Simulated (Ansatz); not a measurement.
In doubt: masses and optical values from hybrid runs of this build are listed as unsure (in some of the runs), which bears on the screening that GW takes from such a start.

BN (P6_3/mmc), computed twice by G0W0.

Symmetry: P6_3/mmc, No. 194, hexagonal system. The conventional cell has a = 2.504 Å, b = 2.504 Å, c = 6.661 Å, α = 90.00°, β = 90.00°, γ = 120.00°. B has 3 N at 1.45 Å nearest. N has 3 B at 1.45 Å nearest. Farther neighbours and most contacts between anions are not listed.

```xyz
4
Lattice="2.5040 0.0000 0.0000 -1.2520 2.1685 0.0000 0.0000 0.0000 6.6612" Properties=species:S:1:pos:R:3 pbc="T T T"
B     0.0000    1.4457    1.6653
B     1.2520    0.7228    4.9959
N     0.0000    1.4457    4.9959
N     1.2520    0.7228    1.6653
```

The cell and positions come from the Crystallography Open Database and are kept as given unless a step says otherwise.

The first (Ansatz 0.2.0; start PBE with 50 % exact exchange, 9×9×4 mesh, 150 empty bands, screening to 150 eV, PAW set soft_1 files; 1 × NVIDIA H100 80GB HBM3 (shared by 3 runs) with 4 threads of AMD EPYC 7R13 (Zen 3), shared host) gave, on its mesh: starting gap 8.68 eV, G0W0 gap 7.54 eV, RPA ε∞ (mean) 2.66, 34 s.

The second gave: starting gap 13.32 eV, G0W0 gap 8.66 eV, RPA ε∞ (mean) 2.14, 43 s.

Question: What was changed in the input? Choose among start, files, mesh, bands and cutoff, frequency model or another key.

Changed: start from PBE with 50 % exact exchange to Hartree-Fock. A jump of this size in the start, with ε∞ moving the other way, marks another functional. Other changes could give like numbers; this is the one that was made.

Limits: not at the basis limit.

[Paths, hosts, dates, memory and timing lines, banners, echoed tables and standing remarks are left out of the program output.]

[Logs are printed without paths, hosts, clocks, repeated set-up lines and the standing remarks that a program may print on its own settings, such as how far it seeks lower states.]

[Runs of the session that timed out or met a known fault of the program may be left out.]

[Cells called generated may have been cut or substituted from an entry of the Crystallography Open Database or the Materials Project.]

[Hosts, paths, dates, database ids (printed as entryN), source tags and the programs' standing remarks are cut or masked in the printed files.]
